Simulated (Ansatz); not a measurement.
# BaY (hypothetical, Pm-3m): phonons against volume

Wanted: mode Grüneisen parameters of BaY (hypothetical) and a free-energy fit over volumes. The crystal structure is hypothetical: it was made by swapping elements on a known structure type.

Main program and level: Ansatz 0.2.0; DFT PBE, scalar-relativistic, plane waves, PAW.

## Step 1: The structure

It takes space group Pm-3m (No. 221, cubic). Conventional cell: a = 4.636 Å, b = 4.636 Å, c = 4.636 Å, α = 90.00°, β = 90.00°, γ = 90.00°. Nearest to Ba lie 8 Y at 4.01 Å. Y has 8 Ba at 4.01 Å nearest. Farther neighbours are not listed.

Structure file:

```cif
data_structure
_symmetry_space_group_name_H-M 'P 1'
_symmetry_Int_Tables_number 1
_cell_length_a 4.6360
_cell_length_b 4.6360
_cell_length_c 4.6360
_cell_angle_alpha 90.000
_cell_angle_beta 90.000
_cell_angle_gamma 90.000
_cell_volume 99.64
loop_
_atom_site_label
_atom_site_type_symbol
_atom_site_fract_x
_atom_site_fract_y
_atom_site_fract_z
_atom_site_occupancy
Ba1 Ba 0.00000 0.00000 0.00000 1
Y2 Y 0.50000 0.50000 0.50000 1
```

## Step 2: Probe on a coarse mesh

A cheap single point shows whether the cell is a metal or an insulator and how far it is from rest; that sets the k-mesh and the occupations of what follows.

Input file input.yaml:

```yaml
crystal:
  lattice:
    - [4.63602, 0.0, 0.0]
    - [0.0, 4.63602, 0.0]
    - [0.0, 0.0, 4.63602]
  atoms:
    - { symbol: Ba, position: [0.0, 0.0, 0.0] }
    - { symbol: "Y", position: [0.5, 0.5, 0.5] }
kpoints:
  mp_grid: { grid: [4, 4, 4] }
hamiltonian:
  xc: pbe
scf:
  occupations: { method: gaussian, width: 0.1 }
output:
  forces: true
  stress: true
  eigenvalues: true
```

The run is started by

```bash
$ ansatz run input.yaml --threads 4 --pin off --max-ram 8192MiB --backend cpu --events-out ev --progress --plain --runs-dir out
```

Numbers of over 12 decimals in the logs are rounded to 6 here.

The program printed:

```text
Engine: ansatz 0.2.0, aarch64-unknown-linux-gnu
Pseudopotentials: kind: paw
Pseudopotential: Ba, paw, valence charge 10, recommended cutoff 420 eV (normal), Ba.paw.azcp
Pseudopotential: Y, paw, valence charge 11, recommended cutoff 420 eV (normal), Y.paw.azcp
Functional definition: PBE
  parameter kappa = 0.804
  parameter beta = 0.066725
  exchange = pbe_x(kappa = kappa, mu = beta*pi^2/3)
  correlation = pbe_c(beta = beta)
Crystal: 2 atoms, lattice volume = 99.641 Å³
Basis set: ecut = 420 eV, 1935 PW (Γ), exchange–correlation on 64×64×64 points (8 copies of the dense FFT grid, shifted against one another)
Bands: 15, of which v1, the nominal top of the filled ones, is band 11 counted from 1 (10 counted from 0)
Symmetry: 48 space group operations
Space group: Pm-3m (ITA 221), of the structure as read, at distance tolerance 4.6e-5 Å
k-points: 10 of 64
Non-local potential: Ba, projectors of the file, l = 0: 3, l = 1: 2, l = 2: 2, l = 3: 2
Non-local potential: Y, projectors of the file, l = 0: 3, l = 1: 2, l = 2: 2, l = 3: 1
PAW form: soft (Blöchl's): semilocal exchange-correlation on the pseudo side does not see the compensation charge
PAW one-centre angular grid: Ba, 194 points (default); XC on 64 Gauss nodes
PAW one-centre angular grid: Y, 590 points (default); XC on 64 Gauss nodes
Initial density: superposition of atomic densities (neutral atoms: chi_scale 0, normalization atom), corrected by the library's trained network
Initial wavefunctions: pseudopotential atomic-orbital guess
Functional: x = pbe(κ = 0.804, μ = 0.219515), c = pbe(β = 0.066725)
SCF iter   1: F=—  HF=-9797.430581 eV  |F-HF|=—  |Δ(HF+E_count)|=         —  Δρ=3.55e-3  dr2=2.08e-2  ethr=1.77e-3  ⟨swp⟩=6.5  Hψ=876  notcnv=0
preconditioner: auto → Resta (q_TF=auto, 2.105 Å⁻¹)  ε∞=17.9  [insulator: Δε(μ)=0.201 eV  Ē_g=2.021 eV  σ=0.100 eV  W_gap=0.74  n_scr=18 (ndim 8)  ℏωp=8.3 eV  f_vac=0.000  D(μ)=5.23/eV (n_scr^D=56)  ε∞_Penn≈17.9]
SCF iter   2: F=—  HF=-9797.427467 eV  |F-HF|=—  |Δ(HF+E_count)|=   3.11e-3  Δρ=2.11e-3  dr2=5.75e-3  ethr=9.91e-5  ⟨swp⟩=1.9  Hψ=281  notcnv=0
SCF iter   3: F=—  HF=-9797.427282 eV  |F-HF|=—  |Δ(HF+E_count)|=   1.84e-4  Δρ=4.92e-4  dr2=3.49e-4  ethr=2.74e-5  ⟨swp⟩=1.9  Hψ=164  notcnv=0
SCF iter   4: F=—  HF=-9797.427316 eV  |F-HF|=—  |Δ(HF+E_count)|=   3.36e-5  Δρ=1.00e-4  dr2=1.25e-5  ethr=1.66e-6  ⟨swp⟩=2.4  Hψ=231  notcnv=0
SCF iter   5: F=—  HF=-9797.427312 eV  |F-HF|=—  |Δ(HF+E_count)|=   3.60e-6  Δρ=1.81e-5  dr2=2.50e-7  ethr=5.97e-8  ⟨swp⟩=2.0  Hψ=175  notcnv=0
SCF iter   6: F=-9797.427312 eV  HF=-9797.427312 eV  |F-HF|=3.69e-9  |Δ(HF+E_count)|=   1.83e-7  Δρ=2.62e-6  dr2=7.03e-9  ethr=4.76e-10  ⟨swp⟩=6.8  Hψ=795  notcnv=0
SCF 1 converged in 6 iterations: F = -9797.427312 eV  dr2 = 7.03e-9
  greatest PAW one-centre occupation: 0.994 electrons in one spin orbital (limit 2), on the Y atom at site 1 (counted from 0), in its partial waves of l = 0
SCF converged after 6 iterations
Free energy (F): -9797.427312 eV
Harris-Foulkes:  -9797.427312 eV  (|F-HF|=3.69e-9)
Internal energy: -9797.401349 eV  (E = F + TS)
E sigma→0 (E₀):  -9797.414331 eV
Entropy (-TS):   -0.025963 eV (-12.982 meV/atom)
Fermi energy:    6.610992 eV
--- Per-component energies (eV) ---
  E_band       = -233.485519
  E_kinetic    = 467.464405
  E_local      = -1081.332683  (includes V_loc(G=0)·N_el)
  E_nonlocal   = 107.144675
  E_hartree    = 346.054715
  E_xc         = -337.861421
  E_vxc        = -329.984357  (∫ρ·V_xc dr)
  E_paw        = -8051.069716  (= ΣΔE_a)
  E_vpaw       = -88.886721  (= ΣTr[D̂ρ^β])
  E_aug_tail   = 0.000001  (compensation charges beyond the density's cutoff)
  E_ewald      = -1247.801326
  E_smearing   = -0.025963  (= −TS)
  E_closure    = -0.000000  (closes the sum)
  Σ components = -9797.427312   (vs F -9797.427312, Δ=0.00e0)
--- Forces (eV/Å), atoms counted from 1 ---
  atom   1  Ba    -0.00000000     0.00000000    -0.00000000
  atom   2  Y      0.00000000    -0.00000000     0.00000000
  max |Σ_I F_I| component: 1.93e-29 eV/Å
--- Stress (GPa, compression-positive) ---
       -1.945282      -0.000000       0.000000
        0.000000      -1.945282       0.000000
        0.000000       0.000000      -1.945282
  P = ⅓ Tr σ = -1.9453 GPa (-19.453 kbar)
--- Band table (eV; the first three rows and the last of 10) ---
  k-point 0: bands = [... 7 lower, -6.6710, 3.1354, 5.8396, 5.8396, 8.0117, 8.0117, 8.0117, 9.7435]
  k-point 1: bands = [... 7 lower, -6.6649, 3.7553, 6.0551, 6.1687, 7.8976, 7.8976, 8.1947, 8.8333]
  k-point 2: bands = [... 7 lower, -6.6588, 5.1016, 5.3394, 6.8005, 7.7686, 7.8578, 7.8578, 8.4327]
  k-point 9: bands = [... 7 lower, -6.8260, 6.5348, 6.5348, 6.5348, 7.0843, 7.0843, 7.0843, 8.6522]
```

Run time: 1 s. Hardware: 4 threads of Arm Neoverse V1, shared host; peak memory 0.34 GiB.

Reading the cycles: dr2 is the Hartree energy of the density residual (eV), the measure of convergence; HF is the Harris–Foulkes estimate of the energy, which meets the free energy F at convergence.

Numbers from this step:

- pressure: -1.945 GPa
- volume per atom: 49.82 Å³
- gap on the k-mesh: 0 eV

The start is under -1.9 GPa at this level and looks like a metal on this mesh.

## Step 3: Finding the static equilibrium

Phonons are second derivatives about a minimum, so cell and atoms are relaxed first, inside the symmetry of the start.

input.yaml, the sections that differ from step 2:

```yaml
kpoints:
  mp_grid: { grid: [10, 10, 10] }
relax:
  adjacent_minimum: "off"
  f_tol: 0.005
  max_steps: 80
  cell: { stress_tol: 0.05 }
# crystal, hamiltonian, scf, output: as in step 2
```

The program printed:

```text
[...]
Crystal: 2 atoms, lattice volume = 99.641 Å³
Basis set: ecut = 420 eV, 1935 PW (Γ), exchange–correlation on 64×64×64 points (8 copies of the dense FFT grid, shifted against one another)
Bands: 15, of which v1, the nominal top of the filled ones, is band 11 counted from 1 (10 counted from 0)
Symmetry: 48 space group operations
[...]
k-points: 56 of 1000
[...]
SCF iter   1: F=—  HF=-9797.452893 eV  |F-HF|=—  |Δ(HF+E_count)|=         —  Δρ=3.04e-3  dr2=1.77e-2  ethr=1.77e-3  ⟨swp⟩=6.6  Hψ=5047  notcnv=0
[...]
SCF iter   6: F=-9797.449459 eV  HF=-9797.449459 eV  |F-HF|=3.21e-9  |Δ(HF+E_count)|=   1.77e-7  Δρ=3.30e-6  dr2=1.29e-8  ethr=4.76e-10  ⟨swp⟩=6.8  Hψ=4483  notcnv=0
SCF 1 converged in 6 iterations: F = -9797.449459 eV  dr2 = 1.29e-8
[...]
relax step   1: F+E_penalty+E_count = -9797.44945857 eV  Δ(F+E_penalty+E_count) = +0.000e0 eV  max|allowed force component| = 6.975e-29 eV/Å  Δτ_max = 0.0000 Å  P = -2.101 GPa  Ω = 99.641 Å³  (6 SCF iters, dr2 threshold 1.00e-7 eV, accepted)
Crystal: 2 atoms, lattice volume = 93.756 Å³
Basis set: ecut = 420 eV, 1839 PW (Γ), exchange–correlation on 64×64×64 points (8 copies of the dense FFT grid, shifted against one another)
[...]
iter 1 solved again at ethr=9.71e-6 eV; its pass at ethr=3.10e-3 eV (dr2=2.04e-3 eV) is discarded
[...]
SCF iter   5: F=-9797.512937 eV  HF=-9797.512937 eV  |F-HF|=9.54e-9  |Δ(HF+E_count)|=   2.87e-7  Δρ=3.99e-6  dr2=1.19e-8  ethr=9.52e-10  ⟨swp⟩=6.5  Hψ=4429  notcnv=0
SCF 2 converged in 5 iterations: F = -9797.512937 eV  dr2 = 1.19e-8
relax step   2: F+E_penalty+E_count = -9797.51293672 eV  Δ(F+E_penalty+E_count) = -6.348e-2 eV  max|allowed force component| = 1.956e-30 eV/Å  Δτ_max = 0.0000 Å  P = -1.318 GPa  Ω = 93.756 Å³  energy of the carried Pulay correction = +7.297e-5 eV  (5 SCF iters, dr2 threshold 2.00e-7 eV, accepted)
Crystal: 2 atoms, lattice volume = 85.294 Å³
Basis set: ecut = 420 eV, 1743 PW (Γ), exchange–correlation on 64×64×64 points (8 copies of the dense FFT grid, shifted against one another)
[...]
SCF iter   5: F=-9797.544501 eV  HF=-9797.544501 eV  |F-HF|=2.23e-8  |Δ(HF+E_count)|=   5.61e-7  Δρ=7.16e-6  dr2=4.61e-8  ethr=9.52e-10  ⟨swp⟩=6.5  Hψ=4601  notcnv=0
SCF 3 converged in 5 iterations: F = -9797.544501 eV  dr2 = 4.61e-8
relax step   3: F+E_penalty+E_count = -9797.54450075 eV  Δ(F+E_penalty+E_count) = -3.156e-2 eV  max|allowed force component| = 4.898e-30 eV/Å  Δτ_max = 0.0000 Å  P = +0.223 GPa  Ω = 85.294 Å³  energy of the carried Pulay correction = +1.861e-4 eV  (5 SCF iters, dr2 threshold 2.00e-7 eV, accepted)
[...]
relax step   4: F+E_penalty+E_count = -9797.54519836 eV  Δ(F+E_penalty+E_count) = -6.976e-4 eV  max|allowed force component| = 2.531e-30 eV/Å  Δτ_max = 0.0000 Å  P = -0.018 GPa  Ω = 86.422 Å³  energy of the carried Pulay correction = +1.704e-4 eV  (4 SCF iters, dr2 threshold 1.24e-7 eV, accepted)
Basis set: ecut = 420 eV, 1743 PW (Γ), exchange–correlation on 60×60×60 points (8 copies of the dense FFT grid, shifted against one another)
[...]
SCF iter   5: F=-9797.545030 eV  HF=-9797.545030 eV  |F-HF|=3.64e-12  |Δ(HF+E_count)|=  5.82e-11  Δρ=1.39e-7  dr2=1.00e-11  ethr=1.00e-12  ⟨swp⟩=5.6  Hψ=4271  notcnv=0
SCF 5 converged in 5 iterations: F = -9797.545030 eV  dr2 = 1.00e-11
relax step   5: F+E_penalty+E_count = -9797.54503005 eV  Δ(F+E_penalty+E_count) = +1.683e-4 eV  max|allowed force component| = 1.693e-30 eV/Å  Δτ_max = 0.0000 Å  P = -0.019 GPa  Ω = 86.422 Å³  stress off target by 1.86e-2 GPa  SCF on the basis re-selected at this cell (its energy is not comparable with the rows above)  (5 SCF iters)
basis re-selected at this cell: Δ(F+E_penalty+E_count) = +1.683e-4 eV, ΔP = -0.000 GPa vs the last step (what re-selecting the basis moved, of the pressure what is left beyond the Pulay correction that the steps carried, after the strain that the cell walked since its last selection, with what the two solves' SCF thresholds leave and, on support functions, any second-order correction that the steps lacked; it is no measure of the basis error at this ecutwfc). The dense FFT grid was sized anew with the basis: this SCF ran on 30×30×30 points, the steps before it on 32×32×32, so part of this shift can come from that change (see relax.cell in the input reference). [rest of the remark cut]
SCF converged after 5 iterations
Free energy (F): -9797.545030 eV
[...]
Internal energy: -9797.522730 eV  (E = F + TS)
E sigma→0 (E₀):  -9797.533880 eV
Entropy (-TS):   -0.022300 eV (-11.150 meV/atom)
Fermi energy:    7.925396 eV
[...]
--- Stress (GPa, compression-positive) ---
       -0.018551      -0.000000      -0.000000
        0.000000      -0.018551       0.000000
       -0.000000       0.000000      -0.018551
  P = ⅓ Tr σ = -0.0186 GPa (-0.186 kbar)
--- Band table (eV; the first three rows and the last of 56) ---
  k-point 0: bands = [... 7 lower, -5.1229, 4.3187, 6.8930, 6.8930, 9.4955, 9.4955, 9.4955, 11.4346]
  k-point 1: bands = [... 7 lower, -5.1213, 4.4430, 6.9546, 6.9782, 9.4651, 9.4651, 9.5339, 11.1917]
  k-point 2: bands = [... 7 lower, -5.1172, 4.7976, 7.1368, 7.1800, 9.4001, 9.4001, 9.6424, 10.6196]
  k-point 55: bands = [... 7 lower, -5.3758, 7.8027, 7.8027, 7.8027, 8.5999, 8.5999, 8.5999, 10.5777]
--- Relaxed structure (4 steps of the walk, 4 accepted, 1 SCFs on fresh bases) ---
  F+E_penalty+E_count = -9797.54503005 eV   max|allowed force component| = 1.693e-30 eV/Å   (the final SCF, on the basis selected at the relaxed cell)
  cell:  # Å, volume = 86.4225 Å³
    - [4.421221, 0, 0]
    - [0, 4.421221, 0]
    - [0, 0, 4.421221]
  atoms:
    - { symbol: Ba, position: [0, 0, 0] }
    - { symbol: Y, position: [0.5, 0.5, 0.5] }
```

The job ended after 6.7 s (4 threads; peak memory 0.45 GiB; 24 s of CPU time).

The steps of the relaxation:

| step | energy less that of the first step (eV) | largest force component (eV/Å) | pressure (GPa) | volume (Å³) |
| --- | --- | --- | --- | --- |
| 1 | 0.0000 | 0.0000 | -2.10 | 99.64 |
| 2 | -0.0635 | 0.0000 | -1.32 | 93.76 |
| 3 | -0.0950 | 0.0000 | 0.22 | 85.29 |
| 4 | -0.0957 | 0.0000 | -0.02 | 86.42 |
| 5* | -0.0956 | 0.0000 | -0.02 | 86.42 |

Relaxation steps marked * repeat the geometry before them on a plane-wave basis chosen anew for their cell, so energy and pressure can jump there.

The run keeps the 48 symmetry operations that it works with, so distortions that break them were not tested.

| conventional cell, symmetrised | before | after | change |
| --- | --- | --- | --- |
| a (Å) | 4.636 | 4.421 | -4.6 % |
| b (Å) | 4.636 | 4.421 | -4.6 % |
| c (Å) | 4.636 | 4.421 | -4.6 % |
| volume (Å³/atom) | 49.82 | 43.21 | -13.3 % |

The relaxed structure:

```xyz
2
Lattice="4.4212 0.0000 0.0000 0.0000 4.4212 0.0000 0.0000 0.0000 4.4212" Properties=species:S:1:pos:R:3 pbc="T T T"
Ba    0.0000    0.0000    0.0000
Y     2.2106    2.2106    2.2106
```

This step gave:

```yaml
pressure: -0.01855 GPa
volume_per_atom: 43.21 Å³
```

The relaxation ends with a pressure of -0.02 GPa.

## Step 4: A second relaxation

The relaxation is run once more from where the first one ended, as the script does after a large change of volume or of the gap, with mesh and occupations reviewed.

input.yaml: that of step 3 with these lines changed.

```diff
@@ -2,5 +2,5 @@
   lattice:
-    - [4.63602, 0.0, 0.0]
-    - [0.0, 4.63602, 0.0]
-    - [0.0, 0.0, 4.63602]
+    - [4.4212207093, 0.0, 0.0]
+    - [0.0, 4.4212207093, 0.0]
+    - [0.0, 0.0, 4.4212207093]
   atoms:
```

The program printed:

```text
[...]
Crystal: 2 atoms, lattice volume = 86.422 Å³
Basis set: ecut = 420 eV, 1743 PW (Γ), exchange–correlation on 60×60×60 points (8 copies of the dense FFT grid, shifted against one another)
Bands: 15, of which v1, the nominal top of the filled ones, is band 11 counted from 1 (10 counted from 0)
Symmetry: 48 space group operations
[...]
k-points: 56 of 1000
[...]
k-point 55: bands = [... 7 lower, -5.3758, 7.8027, 7.8027, 7.8027, 8.5999, 8.5999, 8.5999, 10.5777]
--- Relaxed structure (1 steps of the walk, 1 accepted, 1 SCFs on fresh bases) ---
[...]
cell:  # Å, volume = 86.4225 Å³
    - [4.4212207093, 0.0, 0.0]
    - [0.0, 4.4212207093, 0.0]
    - [0.0, 0.0, 4.4212207093]
  atoms:
    - { symbol: Ba, position: [0.0, 0.0, 0.0] }
    - { symbol: Y, position: [0.5, 0.5, 0.5] }
[key lines of the parts left out:]
SCF converged after 5 iterations
Free energy (F): -9797.545030 eV
Fermi energy:    7.925395 eV
P = ⅓ Tr σ = -0.0186 GPa (-0.186 kbar)
```

It took 2.7 s on 4 threads; peak memory 0.42 GiB; 9.8 s of CPU time.

Little changed from the start: no atom moved by 0.005 Å and no cell edge by 0.1 %.

## Step 5: Relaxing to small residual forces and stress

The thresholds are tightened for a last relaxation ahead of the phonons, and where mesh or smearing change with them the cell follows.

input.yaml, the sections that differ from step 4:

```yaml
kpoints:
  mp_grid: { grid: [12, 12, 12] }
scf:
  occupations: { method: methfessel_paxton, width: 0.2 }
relax:
  adjacent_minimum: "off"
  f_tol: 0.001
  max_steps: 60
  cell: { stress_tol: 0.01 }
# crystal, hamiltonian, output: as in step 4
```

The program printed:

```text
[...]
Crystal: 2 atoms, lattice volume = 86.422 Å³
Basis set: ecut = 420 eV, 1743 PW (Γ), exchange–correlation on 60×60×60 points (8 copies of the dense FFT grid, shifted against one another)
Bands: 15, of which v1, the nominal top of the filled ones, is band 11 counted from 1 (10 counted from 0)
Symmetry: 48 space group operations
[...]
k-points: 84 of 1728
[...]
k-point 83: bands = [... 7 lower, -5.3615, 7.8165, 7.8165, 7.8165, 8.6163, 8.6163, 8.6163, 10.5985]
--- Relaxed structure (3 steps of the walk, 3 accepted, 1 SCFs on fresh bases) ---
[...]
cell:  # Å, volume = 86.2968 Å³
    - [4.419077, 0, 0.0]
    - [0, 4.419077, 0]
    - [0, 0, 4.419077]
  atoms:
    - { symbol: Ba, position: [0, 0, 0] }
    - { symbol: Y, position: [0.500000, 0.500000, 0.500000] }
[key lines of the parts left out:]
SCF converged after 6 iterations
Free energy (F): -9797.538680 eV
Fermi energy:    7.944018 eV
P = ⅓ Tr σ = -0.0000 GPa (-0.000 kbar)
```

The job ended after 6.9 s (4 threads; peak memory 0.45 GiB; 26 s of CPU time).

Little changed from the start: no atom moved by 0.005 Å and no cell edge by 0.1 %.

Numbers from this step:

```
pressure        : -1.78e-5 GPa
volume per atom : 43.15 Å³
```

The residual pressure is -1.8e-5 GPa, small enough for phonons.

(Part 1 of 3 ends here.)

[Logs are printed without paths, hosts, clocks, repeated set-up lines and the standing remarks that a program may print on its own settings, such as how far it seeks lower states.]

[Hosts, paths, dates, database ids (printed as entryN), source tags and the programs' standing remarks are cut or masked in the printed files.]

[A step with changed settings may run another functional than the one named; its input shows which.]


